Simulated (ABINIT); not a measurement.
# VBiO4 (Clinobisvanite): a self-consistent loop beyond G0W0, cycle by cycle, part 3 of 3

How far does self-consistency move the gap of VBiO4 (Clinobisvanite)?

ABINIT 10.8.3; LDA and many-body steps on it, plane waves. Known limits of the many-body steps: not at the basis limit; no spin polarisation; d states lean on the start; no spin-orbit coupling; coarse k mesh.

So far. Step 10 (evGW, cycle 1): Against G0W0 in ABINIT (2×2×4 mesh, 143 bands, screening to 89.8 eV, Godby-Needs plasmon pole), the gap moves by +0.611 eV. Step 13 (evGW, cycle 2): Against the cycle before, the gap moves by +0.043 eV.

### 14. Screening, 2×2×4 mesh, 143 bands, screening to 89.8 eV

This step: RPA screening on LDA, plane waves, norm-conserving pseudopotentials.

Contents of run.abi:

```
acell 3*1.0 Angstrom
rprim 
  3.623583094700 -5.848600000000 -0.000000000000
  3.623583094700 5.848600000000 0.000000000000
  -3.550011012700 0.000000000000 3.647394391800
ntypat 3
znucl 23 83 8
natom 12
typat 1 1 2 2 3 3 3 3 3 3 3 3
xred 
  0.870000000000 0.130000000000 0.750000000000
  0.130000000000 0.870000000000 0.250000000000
  0.366500000000 0.633500000000 0.750000000000
  0.633500000000 0.366500000000 0.250000000000
  0.938300000000 0.354700000000 0.638800000000
  0.645300000000 0.061700000000 0.861200000000
  0.061700000000 0.645300000000 0.361200000000
  0.354700000000 0.938300000000 0.138800000000
  0.811300000000 0.709900000000 0.879600000000
  0.290100000000 0.188700000000 0.620400000000
  0.188700000000 0.290100000000 0.120400000000
  0.709900000000 0.811300000000 0.379600000000
pp_dirpath "pseudos"
pseudos "V.upf, Bi.upf, O.upf"
ecut 42
ngkpt 2 2 4
nshiftk 1
shiftk 0 0 0
kptopt 1
chksymbreak 0
istwfk *1
occopt 1
irdwfk 1
optdriver 3
nband 143
ecuteps 3.3
inclvkb 2
awtr 1
symchi 1
gwcalctyp 10
mbpt_sciss 2.156 eV
nqptdm 1
qptdm 
  0 0 0
indata_prefix "in"
outdata_prefix "out"
tmpdata_prefix "tmp"
```

Launch:

```
$ OMP_NUM_THREADS=1 mpirun -n 4 abinit run.abi > log
```

Numbers of over 12 decimals in the logs are rounded to 6 here.

What it wrote:

```text
.Version 10.8.3 of ABINIT. v10.8.2 released Aug 2026.

 Symmetries : space group C2/c (# 15); Bravais mC (1-face-center monocl.)
[... echo of the input left out ...]
== DATASET  1 ==================================================================
-   mpi_nproc: 4, omp_nthreads: 1 (-1 if OMP is not activated)

--- !DatasetInfo
iteration_state: {dtset: 1, }
dimensions: {natom: 12, nkpt: 9, mband: 143, nsppol: 1, nspinor: 1, nspden: 1, mpw: 13589, }
cutoff_energies: {ecut:  42.0, pawecutdg:  -1.0, }
[...]
[... chi0 elements left out ...]
 For q-point:  0.000010 0.000020 0.000030
  dielectric constant =   5.5190
  dielectric constant without local fields =   6.1891

  Average fulfillment of the sum rule on Im[epsilon] for q-point    1 :     40.42  [%]
[... wings left out ...]
== END DATASET(S) ==============================================================
================================================================================

 -outvars: echo values of variables after computation  --------
           etotal      0.0000000000E+00
            nband         143
             nkpt           9
          spgroup          15
 [... the other variables as echoed above ...]

 Calculation completed.
```

Run time: 3.7 min. Hardware: 4 MPI ranks of Arm Neoverse V1, shared host; peak memory 4.1 GiB; 15 min of CPU time.

Numbers from this step:

```yaml
eps_infinity_with_local_fields_on_this_mesh_along_the_program_s_q_direction: 5.519
the_same_without_local_fields: 6.189
plasma_frequency: 32.72 eV
plane_waves_in_the_screening_matrix: 295
```

This screening uses the functional's bands under a rigid shift, the mean opening of the cycle before.

### 15. Screening, 2×2×4 mesh, 143 bands, screening to 89.8 eV

This step: RPA screening on LDA from quasiparticle energies, plane waves, norm-conserving pseudopotentials.

Edit run.abi of step 14 so:

```diff
@@ -39,7 +39,14 @@
 symchi 1
+irdqps 1
 gwcalctyp 10
-mbpt_sciss 2.156 eV
-nqptdm 1
+nqptdm 8
 qptdm 
-  0 0 0
+  0.5000000000 0.0000000000 0.0000000000
+  0.5000000000 0.5000000000 0.0000000000
+  0.0000000000 0.0000000000 0.2500000000
+  0.5000000000 0.0000000000 0.2500000000
+  0.5000000000 0.5000000000 0.2500000000
+  0.0000000000 0.0000000000 0.5000000000
+  0.5000000000 0.0000000000 0.5000000000
+  0.5000000000 0.5000000000 0.5000000000
 indata_prefix "in"
```

Contents of mrgscr.stdin:

```
2
merged
q0_SCR
out_SCR
1
```

Launch:

```
$ OMP_NUM_THREADS=1 mpirun -n 4 abinit run.abi > log; mrgscr < mrgscr.stdin
```

What it wrote:

```text
.Version 10.8.3 of ABINIT. v10.8.2 released Aug 2026.

 Symmetries : space group C2/c (# 15); Bravais mC (1-face-center monocl.)
[... echo of the input left out ...]
== DATASET  1 ==================================================================
-   mpi_nproc: 4, omp_nthreads: 1 (-1 if OMP is not activated)

--- !DatasetInfo
iteration_state: {dtset: 1, }
dimensions: {natom: 12, nkpt: 9, mband: 143, nsppol: 1, nspinor: 1, nspden: 1, mpw: 13589, }
cutoff_energies: {ecut:  42.0, pawecutdg:  -1.0, }
[...]
q-point number  1        q = ( 0.500000, 0.000000, 0.000000) [r.l.u.]
--------------------------------------------------------------------------------
[... chi0 elements left out ...]
  Average fulfillment of the sum rule on Im[epsilon] for q-point    2 :     44.75  [%]

--------------------------------------------------------------------------------
  q-point number  2        q = ( 0.500000, 0.500000, 0.000000) [r.l.u.]
--------------------------------------------------------------------------------
[... chi0 elements left out ...]
  Average fulfillment of the sum rule on Im[epsilon] for q-point    3 :     47.14  [%]

 [... 6 further q-points ...]
```

Run time: 100 s. Hardware: 4 MPI ranks; peak memory 4.1 GiB; 6.6 min of CPU time.

Numbers from this step:

```
plasma frequency                    : 32.72 eV
plane waves in the screening matrix : 295
```

This screening reads the quasiparticle levels of the cycle before.

### 16. evGW, cycle 3

This step: evGW on LDA, plane waves, norm-conserving pseudopotentials.

Edit run.abi of step 15 so:

```diff
@@ -33,12 +33,10 @@
 irdwfk 1
-optdriver 3
+optdriver 4
 nband 143
-ecuteps 3.3
-inclvkb 2
-awtr 1
-symchi 1
-irdqps 1
 gwcalctyp 10
-nqptdm 8
-qptdm 
+ecutsigx 42
+symsigma 1
+nkptgw 9
+kptgw 
+  0.0000000000 0.0000000000 0.0000000000
   0.5000000000 0.0000000000 0.0000000000
@@ -51,2 +49,16 @@
   0.5000000000 0.5000000000 0.5000000000
+bdgw 
+  35 72
+  35 72
+  35 72
+  35 72
+  35 72
+  35 72
+  35 72
+  35 72
+  35 72
+ecuteps 3.3
+irdscr 1
+ppmodel 1
+irdqps 1
 indata_prefix "in"
```

Launch:

```
$ OMP_NUM_THREADS=1 mpirun -n 4 abinit run.abi > log
```

What it wrote:

```text
.Version 10.8.3 of ABINIT. v10.8.2 released Aug 2026.

 Symmetries : space group C2/c (# 15); Bravais mC (1-face-center monocl.)
[... echo of the input left out ...]
== DATASET  1 ==================================================================
-   mpi_nproc: 4, omp_nthreads: 1 (-1 if OMP is not activated)

--- !DatasetInfo
iteration_state: {dtset: 1, }
dimensions: {natom: 12, nkpt: 9, mband: 143, nsppol: 1, nspinor: 1, nspden: 1, mpw: 13589, }
cutoff_energies: {ecut:  42.0, pawecutdg:  -1.0, }
[...]
.  kptgw no:  3; Maximum DeltaE = (  -0.004  -0.002) for band index: 35
[...]
.  kptgw no:  8; Maximum DeltaE = (  -0.001   0.001) for band index:  3
.  kptgw no:  9; Maximum DeltaE = (   0.003   0.003) for band index:  4

== END DATASET(S) ==============================================================
================================================================================

 -outvars: echo values of variables after computation  --------
           etotal      0.0000000000E+00
            nband         143
             nkpt           9
          spgroup          15
 [... the other variables as echoed above ...]

 Calculation completed.
```

Run time: 13 min. Hardware: 4 MPI ranks; peak memory 11 GiB.

This step gave:

| Quantity | Value |
| --- | --- |
| quasiparticle gap on the mesh | 4.369 eV |
| gap of the density functional on the mesh | 2.325 eV |
| k of the valence top | 0, 0, 0.25 |
| k of the conduction bottom | 0.5, 0, 0.5 |
| least direct quasiparticle gap on the computed points | 4.437 eV |

Against the cycle before, the gap moves by +0.005 eV.

### 17. The runs together

Times are wall times on 4 MPI ranks of Arm Neoverse V1, shared host, good to a factor of about two. A run's time includes the screening step that it read.

| run | mesh | bands | screening cutoff (eV) | DFT gap (eV) | gap on the mesh (eV) | direct (eV) | ε∞ used | time |
| --- | --- | --- | --- | --- | --- | --- | --- | --- |
| G0W0 | 2×2×4 | 143 | 89.8 | 2.325 | 3.710 | 3.775 | 7.32 | 6.2 min |
| evGW0, cycle 1 | 2×2×4 | 143 | 89.8 | 2.325 | 4.113 | 4.179 | 7.32 | 18 min |
| evGW0, cycle 2 | 2×2×4 | 143 | 89.8 | 2.325 | 3.987 | 4.057 | 7.32 | 18 min |
| evGW0, cycle 3 | 2×2×4 | 143 | 89.8 | 2.325 | 3.989 | 4.058 | 7.32 | 18 min |
| evGW, cycle 1 | 2×2×4 | 143 | 89.8 | 2.325 | 4.321 | 4.389 | 5.75 | 18 min |
| evGW, cycle 2 | 2×2×4 | 143 | 89.8 | 2.325 | 4.364 | 4.432 | 5.54 | 18 min |
| evGW, cycle 3 | 2×2×4 | 143 | 89.8 | 2.325 | 4.369 | 4.437 | 5.52 | 18 min |

### 18. Summary of results

```yaml
g0w0: 3.710 eV
evgw0_cycle_1: 4.113 eV
evgw0_cycle_2: 3.987 eV
evgw0_cycle_3: 3.989 eV
evgw_cycle_1: 4.321 eV
evgw_cycle_2: 4.364 eV
evgw_cycle_3: 4.369 eV
known_limits: not at the basis limit; no spin polarisation; d states lean on the start; no spin-orbit coupling; coarse k mesh
```

What this shows: Only the bands that the input lists are updated; the others, empty or deep, keep the functional's energies or take a rigid shift. The evGW loop starts from the last levels of evGW0, so its cycles and time come on top of those. evGW0 ends at 3.99 eV, +0.28 eV from G0W0, after 3 cycles that took 38 min beside the first screening; the last moved the gap by 0.002 eV. evGW ends at 4.37 eV, +0.66 eV from G0W0, after 3 cycles that took 55 min beside the first screening; the last moved the gap by 0.005 eV. The first cycle of evGW0 takes the full correction, without the factor Z, so it overshoots the one-shot value. Against experiment, by evGW, cycle 3: the gap of 4.37 eV lies +1.99 eV from the measured 2.38 eV (optical, 2024); the gap of 4.37 eV lies +2.10 eV from the measured 2.27 eV (electronic, 300 K, 2020); the gap of 4.37 eV lies +1.98 eV from the measured 2.39 eV (electronic, 300 K, 2020). An exciton line or allowed optical edge lies below the quasiparticle gap by the binding energy; a forbidden edge can push the onset above it. These are gaps on the mesh, at modest bands and cutoff. The calculation has static nuclei and no excitons; a measured gap holds zero-point and thermal motion, which mostly lowers it. Bands and cutoff are finite, so the gap is not at the basis limit. The miss can reach some tenths of an eV and take either sign; the mesh is an error of its own. The 2×2×4 mesh is coarse for this cell, which bears on the long-range parts of exchange and screening. Where an edge is built on 6p states of lead, bismuth or thallium, scalar-relativistic gaps usually stand too wide, by a few tenths to over one eV. In the updated screening the q = 0 part is built from Kohn-Sham bands under a rigid shift, the other q from the quasiparticle levels. The runs have no spin polarisation. For a closed low-spin shell that is the natural state; where a d or f shell is open it is a constraint, and the gap is then not the crystal's own. With d states at the gap, one-shot GW leans hard on its start. The many-body steps are scalar-relativistic: spin-orbit coupling is not in them.

[Paths, hosts, dates, memory and timing lines, banners, echoed tables and standing remarks are left out of the program output.]

[Logs are printed without paths, hosts, clocks, repeated set-up lines and the standing remarks that a program may print on its own settings, such as how far it seeks lower states.]

[Runs of the session that timed out or met a known fault of the program may be left out.]

[Hosts, paths, dates, database ids (printed as entryN), source tags and the programs' standing remarks are cut or masked in the printed files.]

[G0W0 gaps are taken among the corrected bands and points alone; a level outside them can change the order at an edge.]

[Where Ansatz stands beside ABINIT at settings called matched, ABINIT's density can come from a denser mesh and the files from another edition; pairs whose starting gaps differed by over 0.03 eV were left out, so agreement reads better than it is.]
